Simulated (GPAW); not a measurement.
# Segments of Pb in a Mo chain: a series of junctions, part 2 of 2

Wanted: the trend of the zero-bias conductance over a family of junctions, segments of Pb in a Mo chain.

GPAW 26.7.0; GPAW LCAO, PAW setups; Landauer transmission from Green's functions with principal layers (ASE), zero bias.

So far, transmission at the Fermi level (one spin): step 2 (junction, foreign atoms 1) 2.65; step 3 (16 atoms, foreign atoms 2) 2.69; step 4 (17 atoms, foreign atoms 3) 2.83; step 5 (18 atoms, foreign atoms 4) 2.86.

## (6) Member of the series, 19 atoms: segment atoms = 5

System of this step: 5 Pb atoms in a Mo chain. The cell holds 19 atoms: 14 Mo and 5 Pb. Its edges and angles: a = 9.000 Å, b = 9.000 Å, c = 45.969 Å, α = 90.0°, β = 90.0°, γ = 90.0°. Regions: left lead, 7 atoms (7 Mo); channel, 5 atoms (5 Pb); right lead, 7 atoms (7 Mo). Vacuum lies along a and b. The structure is stacked along c, and the current runs across the ab planes.

The input, run.py:

```python
import json
import numpy as np
from ase import Atoms
from ase.transport.calculators import TransportCalculator
from gpaw import GPAW, FermiDirac
from gpaw.lcao.tools import get_lcao_hamiltonian
from scipy.linalg import eigh

# The junction with lead layers at both ends, along the third cell vector
device = Atoms(
    ['Mo', 'Mo', 'Mo', 'Mo', 'Mo', 'Mo', 'Mo', 'Pb', 'Pb', 'Pb', 'Pb', 'Pb', 'Mo', 'Mo', 'Mo', 'Mo', 'Mo', 'Mo', 'Mo'],
    positions=[
        [4.50000, 4.50000, 1.12500],
        [4.50000, 4.50000, 3.37500],
        [4.50000, 4.50000, 5.62500],
        [4.50000, 4.50000, 7.87500],
        [4.50000, 4.50000, 10.12500],
        [4.50000, 4.50000, 12.37500],
        [4.50000, 4.50000, 14.62500],
        [4.50000, 4.50000, 17.18470],
        [4.50000, 4.50000, 20.08470],
        [4.50000, 4.50000, 22.98470],
        [4.50000, 4.50000, 25.88470],
        [4.50000, 4.50000, 28.78470],
        [4.50000, 4.50000, 31.34440],
        [4.50000, 4.50000, 33.59440],
        [4.50000, 4.50000, 35.84440],
        [4.50000, 4.50000, 38.09440],
        [4.50000, 4.50000, 40.34440],
        [4.50000, 4.50000, 42.59440],
        [4.50000, 4.50000, 44.84440]],
    cell=[[9.0, 0.0, 0.0], [0.0, 9.0, 0.0], [0.0, 0.0, 45.9694]],
    pbc=True)

# One principal layer of the lead: the first 5 atoms of the device
lead = Atoms(
    ['Mo', 'Mo', 'Mo', 'Mo', 'Mo'],
    positions=[
        [4.50000, 4.50000, 1.12500],
        [4.50000, 4.50000, 3.37500],
        [4.50000, 4.50000, 5.62500],
        [4.50000, 4.50000, 7.87500],
        [4.50000, 4.50000, 10.12500]],
    cell=[[9.0, 0.0, 0.0], [0.0, 9.0, 0.0], [0.0, 0.0, 11.25]],
    pbc=True)

settings = dict(mode='lcao', basis='szp(dzp)', xc='PBE', h=0.2,
                occupations=FermiDirac(0.1), maxiter=250,
                mixer=dict(beta=0.1, nmaxold=8, weight=100.0),
                convergence=dict(density=0.0001))
energies = np.arange(-3, 3 + 1e-9, 0.075)
eta = 0.0001
n1, n2 = 1, 1
# k and -k transmit alike, so half of the mesh across the current serves
mesh = [(i, j) for i in range(n1) for j in range(n2) if (i, j) <= (-i % n1, -j % n2)]
weights = np.array([1 if (i, j) == (-i % n1, -j % n2) else 2 for i, j in mesh]) / (n1 * n2)

# [... helper functions left out ...]
fermi_lead = ground_state(lead, (1, 1, 10), 'lead.txt')
fermi_device = ground_state(device, (1, 1, 2), 'device.txt')
# [... loop over the mesh left out, but for ...]
        # Shift the lead onto the potential of the device's first layer
        shift = ((H[:, 0, 0] - H0[:, 0, 0]) / S0[0, 0]).real.mean()
# [...]
kT = 8.617333e-5 * 77
bias = [0.1, 0.2, 0.5, 1.0, 1.5, 2.0]
# [... integrals and printing left out ...]
```

Launch:

```bash
$ OMP_NUM_THREADS=1 OPENBLAS_NUM_THREADS=1 python run.py
```

The log of the run:

```text
basis functions: device 294, principal layer 80
Fermi level: lead -2.9192 eV, device -2.8483 eV; lead shifted by -0.0006 eV
largest coupling past the next layer 2.79e-05 eV, largest misfit of the first layer 0.041 eV
  E-E_F (eV)   T (one spin)  [channel counts left out]
    -3.000    7.7025e-02
    -2.925    9.6469e-02
    -2.850    1.2164e-01
[...]
2.925    6.2522e-01
     3.000    6.2912e-01
conductance at 77 K: 2.6781 G0 a cell; thermopower 0.3659 uV/K
current from the zero-bias T(E) at 0.1 V: 20.718 uA
current from the zero-bias T(E) at 0.2 V: 41.312 uA
current from the zero-bias T(E) at 0.5 V: 101.07 uA
current from the zero-bias T(E) at 1.0 V: 199.21 uA
current from the zero-bias T(E) at 1.5 V: 277.46 uA
current from the zero-bias T(E) at 2.0 V: 344.01 uA
```

Wall time 6.1 min (1 thread of AMD EPYC 7R43, shared host); peak memory 1.6 GiB.

One spin. Table of transmission, zone mean by energy, zero at the Fermi level:

| energy (eV) | transmission, zone mean |
| --- | --- |
| -3.00 | 0.0770 |
| -2.85 | 0.122 |
| -2.70 | 0.197 |
| -2.55 | 0.323 |
| -2.33 | 0.640 |
| -2.17 | 0.876 |
| -2.02 | 0.995 |
| -1.88 | 0.966 |
| -1.73 | 0.872 |
| -1.57 | 0.784 |
| -1.35 | 0.724 |
| -1.20 | 0.917 |
| -1.05 | 0.985 |
| -0.90 | 1.00 |
| -0.75 | 0.992 |
| -0.60 | 1.42 |
| -0.53 | 2.63 |
| -0.38 | 2.29 |
| -0.23 | 2.43 |
| -0.07 | 2.70 |
| 0.00 | 2.68 |
| 0.07 | 2.62 |
| 0.23 | 2.60 |
| 0.38 | 2.68 |
| 0.60 | 2.54 |
| 0.75 | 2.40 |
| 0.90 | 2.43 |
| 1.05 | 2.65 |
| 1.20 | 2.87 |
| 1.35 | 2.60 |
| 1.57 | 1.81 |
| 1.73 | 1.54 |
| 1.88 | 1.41 |
| 2.02 | 1.38 |
| 2.17 | 1.86 |
| 2.33 | 0.811 |
| 2.55 | 0.722 |
| 2.70 | 0.674 |
| 2.85 | 0.637 |
| 3.00 | 0.629 |

The conductance, 2.68 G₀, lies 6.3 % below that of the member before.

## (7) Junction, 20 atoms: segment atoms = 6

System of this step: 6 Pb atoms in a Mo chain. The cell holds 20 atoms: 14 Mo and 6 Pb. Its edges and angles: a = 9.000 Å, b = 9.000 Å, c = 48.869 Å, α = 90.0°, β = 90.0°, γ = 90.0°. Regions: left lead, 7 atoms (7 Mo); channel, 6 atoms (6 Pb); right lead, 7 atoms (7 Mo). Vacuum lies along a and b. The structure is stacked along c, and the current runs across the ab planes.

Edit run.py of step 6 so:

```diff
@@ -10,3 +10,3 @@
 device = Atoms(
-    ['Mo', 'Mo', 'Mo', 'Mo', 'Mo', 'Mo', 'Mo', 'Pb', 'Pb', 'Pb', 'Pb', 'Pb', 'Mo', 'Mo', 'Mo', 'Mo', 'Mo', 'Mo', 'Mo'],
+    ['Mo', 'Mo', 'Mo', 'Mo', 'Mo', 'Mo', 'Mo', 'Pb', 'Pb', 'Pb', 'Pb', 'Pb', 'Pb', 'Mo', 'Mo', 'Mo', 'Mo', 'Mo', 'Mo', 'Mo'],
     positions=[
@@ -24,10 +24,11 @@
         [4.50000, 4.50000, 28.78470],
-        [4.50000, 4.50000, 31.34440],
-        [4.50000, 4.50000, 33.59440],
-        [4.50000, 4.50000, 35.84440],
-        [4.50000, 4.50000, 38.09440],
-        [4.50000, 4.50000, 40.34440],
-        [4.50000, 4.50000, 42.59440],
-        [4.50000, 4.50000, 44.84440]],
-    cell=[[9.0, 0.0, 0.0], [0.0, 9.0, 0.0], [0.0, 0.0, 45.9694]],
+        [4.50000, 4.50000, 31.68470],
+        [4.50000, 4.50000, 34.24440],
+        [4.50000, 4.50000, 36.49440],
+        [4.50000, 4.50000, 38.74440],
+        [4.50000, 4.50000, 40.99440],
+        [4.50000, 4.50000, 43.24440],
+        [4.50000, 4.50000, 45.49440],
+        [4.50000, 4.50000, 47.74440]],
+    cell=[[9.0, 0.0, 0.0], [0.0, 9.0, 0.0], [0.0, 0.0, 48.8694]],
     pbc=True)
```

The log of the run:

```text
basis functions: device 308, principal layer 80
Fermi level: lead -2.9192 eV, device -2.8404 eV; lead shifted by -0.0019 eV
largest coupling past the next layer 2.79e-05 eV, largest misfit of the first layer 0.040 eV
  E-E_F (eV)   T (one spin)  [channel counts left out]
    -3.000    4.3672e-02
    -2.925    5.7108e-02
    -2.850    7.5598e-02
[...]
2.925    9.1405e-01
     3.000    9.4472e-01
conductance at 77 K: 2.6548 G0 a cell; thermopower -0.4988 uV/K
current from the zero-bias T(E) at 0.1 V: 20.623 uA
current from the zero-bias T(E) at 0.2 V: 41.424 uA
current from the zero-bias T(E) at 0.5 V: 105.09 uA
current from the zero-bias T(E) at 1.0 V: 201.85 uA
current from the zero-bias T(E) at 1.5 V: 286.61 uA
current from the zero-bias T(E) at 2.0 V: 354.82 uA
```

It took 6.1 min on 1 thread; peak memory 1.7 GiB.

One spin. The transmission, zone mean by energy, zero at the Fermi level:

| energy (eV) | transmission, zone mean |
| --- | --- |
| -3.00 | 0.0437 |
| -2.77 | 0.101 |
| -2.55 | 0.261 |
| -2.40 | 0.490 |
| -2.17 | 0.924 |
| -1.95 | 0.967 |
| -1.73 | 0.854 |
| -1.57 | 0.834 |
| -1.35 | 0.938 |
| -1.27 | 0.998 |
| -1.12 | 0.948 |
| -0.90 | 0.810 |
| -0.75 | 0.748 |
| -0.53 | 2.37 |
| -0.30 | 2.42 |
| -0.07 | 2.63 |
| 0.00 | 2.65 |
| 0.07 | 2.73 |
| 0.30 | 2.83 |
| 0.53 | 2.86 |
| 0.68 | 2.99 |
| 0.75 | 2.98 |
| 0.90 | 2.67 |
| 1.12 | 2.17 |
| 1.35 | 2.28 |
| 1.50 | 2.68 |
| 1.57 | 2.53 |
| 1.73 | 1.53 |
| 1.95 | 0.870 |
| 2.17 | 0.701 |
| 2.40 | 0.680 |
| 2.55 | 0.734 |
| 2.77 | 0.840 |
| 3.00 | 0.945 |

The conductance, 2.65 G₀, lies 0.9 % below that of the member before.

## (8) Comparing the runs

Times are for 1 thread of AMD EPYC 7R43, shared host. The series side by side:

| no. | foreign atoms | conductance (G₀) | time | memory (GiB) |
| --- | --- | --- | --- | --- |
| 1 | 1 | 2.654 | 4.5 min | 1.3 |
| 2 | 2 | 2.690 | 4.9 min | 1.4 |
| 3 | 3 | 2.829 | 4.5 min | 1.5 |
| 4 | 4 | 2.859 | 5 min | 1.6 |
| 5 | 5 | 2.678 | 6.1 min | 1.6 |
| 6 | 6 | 2.655 | 6.1 min | 1.7 |

The runs together. Table of transmission, zone mean by energy, zero at the Fermi level:

| energy (eV) | 1 | 2 | 3 | 4 | 5 | 6 |
| --- | --- | --- | --- | --- | --- | --- |
| -3.000 | 0.750 | 0.488 | 0.292 | 0.148 | 0.0770 | 0.0437 |
| -2.475 | 0.948 | 0.779 | 0.676 | 0.522 | 0.412 | 0.360 |
| -2.025 | 1.11 | 0.970 | 0.984 | 0.984 | 0.995 | 0.996 |
| -1.500 | 1.34 | 0.964 | 0.801 | 0.745 | 0.751 | 0.847 |
| -0.975 | 1.58 | 0.865 | 0.727 | 0.854 | 0.999 | 0.856 |
| -0.525 | 2.04 | 1.60 | 1.72 | 2.18 | 2.63 | 2.37 |
| -0.375 | 2.23 | 2.09 | 2.63 | 2.95 | 2.29 | 2.05 |
| 0.000 | 2.65 | 2.69 | 2.83 | 2.86 | 2.68 | 2.65 |
| 0.225 | 2.75 | 2.63 | 2.95 | 2.81 | 2.60 | 2.85 |
| 0.375 | 2.73 | 2.61 | 2.98 | 2.68 | 2.68 | 2.81 |
| 0.525 | 2.64 | 2.63 | 2.90 | 2.65 | 2.62 | 2.86 |
| 0.900 | 2.26 | 2.75 | 2.53 | 2.59 | 2.43 | 2.67 |
| 0.975 | 2.17 | 2.74 | 2.49 | 2.45 | 2.52 | 2.47 |
| 1.500 | 1.54 | 1.88 | 2.82 | 1.54 | 2.03 | 2.68 |
| 2.025 | 0.958 | 1.07 | 0.988 | 2.33 | 1.38 | 0.796 |
| 2.475 | 0.604 | 0.952 | 0.642 | 0.816 | 0.750 | 0.705 |
| 3.000 | 0.605 | 0.994 | 0.616 | 0.970 | 0.629 | 0.945 |

The runs together. Current through one cell, from the zero-bias transmission against bias:

| bias (V) | 1 (μA) | 2 (μA) | 3 (μA) | 4 (μA) | 5 (μA) | 6 (μA) |
| --- | --- | --- | --- | --- | --- | --- |
| 0.100 | 20.5 | 20.8 | 21.9 | 22.1 | 20.7 | 20.6 |
| 0.200 | 41.0 | 41.6 | 43.9 | 44.1 | 41.3 | 41.4 |
| 0.500 | 102 | 102 | 111 | 109 | 101 | 105 |
| 1.000 | 198 | 193 | 217 | 216 | 199 | 202 |
| 1.500 | 284 | 271 | 296 | 296 | 277 | 287 |
| 2.000 | 361 | 342 | 361 | 364 | 344 | 355 |

## (9) Temperature 1000

Temperature enters only through the Fermi window.

System of this step: 4 Pb atoms in a Mo chain. The cell holds 18 atoms: 14 Mo and 4 Pb. Its edges and angles: a = 9.000 Å, b = 9.000 Å, c = 43.069 Å, α = 90.0°, β = 90.0°, γ = 90.0°. Regions: left lead, 7 atoms (7 Mo); channel, 4 atoms (4 Pb); right lead, 7 atoms (7 Mo). Vacuum lies along a and b. The structure is stacked along c, and the current runs across the ab planes.

Edit run.py of step 7 so:

```diff
@@ -10,3 +10,3 @@
 device = Atoms(
-    ['Mo', 'Mo', 'Mo', 'Mo', 'Mo', 'Mo', 'Mo', 'Pb', 'Pb', 'Pb', 'Pb', 'Pb', 'Pb', 'Mo', 'Mo', 'Mo', 'Mo', 'Mo', 'Mo', 'Mo'],
+    ['Mo', 'Mo', 'Mo', 'Mo', 'Mo', 'Mo', 'Mo', 'Pb', 'Pb', 'Pb', 'Pb', 'Mo', 'Mo', 'Mo', 'Mo', 'Mo', 'Mo', 'Mo'],
     positions=[
@@ -23,12 +23,10 @@
         [4.50000, 4.50000, 25.88470],
-        [4.50000, 4.50000, 28.78470],
-        [4.50000, 4.50000, 31.68470],
-        [4.50000, 4.50000, 34.24440],
-        [4.50000, 4.50000, 36.49440],
-        [4.50000, 4.50000, 38.74440],
-        [4.50000, 4.50000, 40.99440],
-        [4.50000, 4.50000, 43.24440],
-        [4.50000, 4.50000, 45.49440],
-        [4.50000, 4.50000, 47.74440]],
-    cell=[[9.0, 0.0, 0.0], [0.0, 9.0, 0.0], [0.0, 0.0, 48.8694]],
+        [4.50000, 4.50000, 28.44440],
+        [4.50000, 4.50000, 30.69440],
+        [4.50000, 4.50000, 32.94440],
+        [4.50000, 4.50000, 35.19440],
+        [4.50000, 4.50000, 37.44440],
+        [4.50000, 4.50000, 39.69440],
+        [4.50000, 4.50000, 41.94440]],
+    cell=[[9.0, 0.0, 0.0], [0.0, 9.0, 0.0], [0.0, 0.0, 43.0694]],
     pbc=True)
@@ -65,3 +63,3 @@
 # [...]
-kT = 8.617333e-5 * 77
+kT = 8.617333e-5 * 1000
 bias = [0.1, 0.2, 0.5, 1.0, 1.5, 2.0]
```

The log of the run:

```text
basis functions: device 280, principal layer 80
Fermi level: lead -2.9192 eV, device -2.8443 eV; lead shifted by 0.0024 eV
largest coupling past the next layer 2.79e-05 eV, largest misfit of the first layer 0.040 eV
  E-E_F (eV)   T (one spin)  [channel counts left out]
    -3.000    1.4751e-01
    -2.925    1.7673e-01
    -2.850    2.1221e-01
    -2.775    2.5514e-01
    -2.700    3.0677e-01
    -2.625    3.6817e-01
    -2.550    4.3992e-01
    -2.475    5.2165e-01
    -2.400    6.1146e-01
    -2.325    7.0536e-01
    -2.250    7.9712e-01
    -2.175    8.7898e-01
    -2.100    9.4315e-01
    -2.025    9.8385e-01
    -1.950    9.9880e-01
    -1.875    9.8951e-01
[...]
2.475    8.1649e-01
     2.550    8.3969e-01
     2.625    8.6365e-01
     2.700    8.8802e-01
     2.775    9.1218e-01
     2.850    9.3467e-01
     2.925    9.5479e-01
     3.000    9.6951e-01
conductance at 1000 K: 2.8167 G0 a cell; thermopower -1.564 uV/K
current from the zero-bias T(E) at 0.1 V: 21.816 uA
current from the zero-bias T(E) at 0.2 V: 43.588 uA
current from the zero-bias T(E) at 0.5 V: 108.29 uA
current from the zero-bias T(E) at 1.0 V: 210.45 uA
current from the zero-bias T(E) at 1.5 V: 293.88 uA
current from the zero-bias T(E) at 2.0 V: 361.8 uA
```

Elapsed: 5 min, on 1 thread; peak memory 1.6 GiB.

This step gave:

| Item | Value |
| --- | --- |
| conductance | 2.817 G₀ |
| thermopower | -1.564 μV/K |
| largest misfit of the first principal layer | 0.04036 eV |
| shift that aligns the lead | 0.002371 eV |
| basis functions of the junction | 280 |
| transmission at the Fermi level (one spin) | 2.861 |

One spin. Transmission, zone mean against energy, zero at the Fermi level:

| energy (eV) | transmission, zone mean |
| --- | --- |
| -3.00 | 0.148 |
| -2.85 | 0.212 |
| -2.70 | 0.307 |
| -2.55 | 0.440 |
| -2.33 | 0.705 |
| -2.17 | 0.879 |
| -2.02 | 0.984 |
| -1.95 | 0.999 |
| -1.88 | 0.990 |
| -1.73 | 0.916 |
| -1.57 | 0.805 |
| -1.35 | 0.616 |
| -1.20 | 0.733 |
| -1.05 | 0.819 |
| -0.90 | 0.891 |
| -0.75 | 1.01 |
| -0.60 | 1.48 |
| -0.38 | 2.95 |
| -0.23 | 2.71 |
| -0.07 | 2.79 |
| 0.00 | 2.86 |
| 0.07 | 2.89 |
| 0.23 | 2.81 |
| 0.38 | 2.68 |
| 0.60 | 2.67 |
| 0.75 | 2.70 |
| 0.90 | 2.59 |
| 1.05 | 2.27 |
| 1.20 | 1.91 |
| 1.35 | 1.65 |
| 1.57 | 1.55 |
| 1.73 | 1.72 |
| 1.88 | 2.29 |
| 1.95 | 2.66 |
| 2.02 | 2.33 |
| 2.17 | 0.810 |
| 2.33 | 0.773 |
| 2.55 | 0.840 |
| 2.70 | 0.888 |
| 2.85 | 0.935 |
| 3.00 | 0.970 |

Not self-consistent under bias; the bias window is split evenly. The current through one cell, from the zero-bias transmission by bias:

| bias (V) | current through one cell, from the zero-bias transmission (μA) |
| --- | --- |
| 0.100 | 21.8 |
| 0.200 | 43.6 |
| 0.500 | 108 |
| 1.000 | 210 |
| 1.500 | 294 |
| 2.000 | 362 |

Table of transmission of the three most open eigenchannels by energy, zero at the Fermi level:

| energy (eV) | channel 1 | channel 2 | channel 3 |
| --- | --- | --- | --- |
| -3.0000 | 0.148 | 6.0e-8 | 6.0e-8 |
| -2.7750 | 0.255 | 1.9e-7 | 1.9e-7 |
| -2.4750 | 0.522 | 7.9e-7 | 7.9e-7 |
| -2.2500 | 0.797 | 2.3e-6 | 2.3e-6 |
| -2.0250 | 0.984 | 6.8e-6 | 6.8e-6 |
| -1.7250 | 0.916 | 3.1e-5 | 3.1e-5 |
| -1.5000 | 0.744 | 1.1e-4 | 1.1e-4 |
| -1.2750 | 0.703 | 4.6e-4 | 4.6e-4 |
| -0.9750 | 0.845 | 0.00454 | 0.00454 |
| -0.7500 | 0.933 | 0.0405 | 0.0405 |
| -0.5250 | 0.994 | 0.594 | 0.594 |
| -0.2250 | 0.978 | 0.868 | 0.868 |
| 0.0000 | 0.969 | 0.969 | 0.923 |
| 0.2250 | 0.978 | 0.978 | 0.852 |
| 0.5250 | 0.943 | 0.943 | 0.760 |
| 0.7500 | 0.998 | 0.998 | 0.707 |
| 0.9750 | 0.889 | 0.889 | 0.668 |
| 1.2750 | 0.639 | 0.561 | 0.561 |
| 1.5000 | 0.637 | 0.453 | 0.453 |
| 1.7250 | 0.652 | 0.535 | 0.535 |
| 2.0250 | 0.817 | 0.817 | 0.700 |
| 2.2500 | 0.753 | 4.8e-8 | 1.1e-9 |
| 2.4750 | 0.816 | 4.0e-8 | 0 |
| 2.7750 | 0.912 | 1.7e-8 | 0 |
| 3.0000 | 0.970 | 1.4e-12 | 0 |

With these changes, and at 1000 K in place of 77 K, the conductance is 2.82 G₀ against 2.86 in the unchanged run; T at the Fermi level, which temperature doesn't enter, is 2.86 against 2.86.

## (10) Results

```json
{
  "conductance, first and last member": "2.65 and 2.65 G₀",
  "largest and smallest": "2.86 and 2.65 G₀"
}
```

**Reading.** As the number of foreign atoms goes from 1 to 6, the conductance goes from 2.65 to 2.65 G₀. The conductance does not change monotonically along the series. The geometry was built from estimated bond lengths and not relaxed, so the numbers describe this model structure. The run had no spin polarisation, so a magnetic state, which chains and small molecules with open shells often have, wasn't tested. Spin-orbit coupling is left out, which matters for the heavy atoms here. An evenly spaced straight chain is an idealisation: free chains tend to dimerise, zigzag or, where a band edge lies near the Fermi level, turn magnetic. The currents use the zero-bias T(E) throughout, which holds only while the bias is small against the distance to the nearest feature. The energy step is wider than the thermal energy, so the conductance and thermopower rest on interpolation of T(E).

[Logs are printed without paths, hosts, clocks, repeated set-up lines and the standing remarks that a program may print on its own settings, such as how far it seeks lower states.]

[Hosts, paths, dates, database ids (printed as entryN), source tags and the programs' standing remarks are cut or masked in the printed files.]
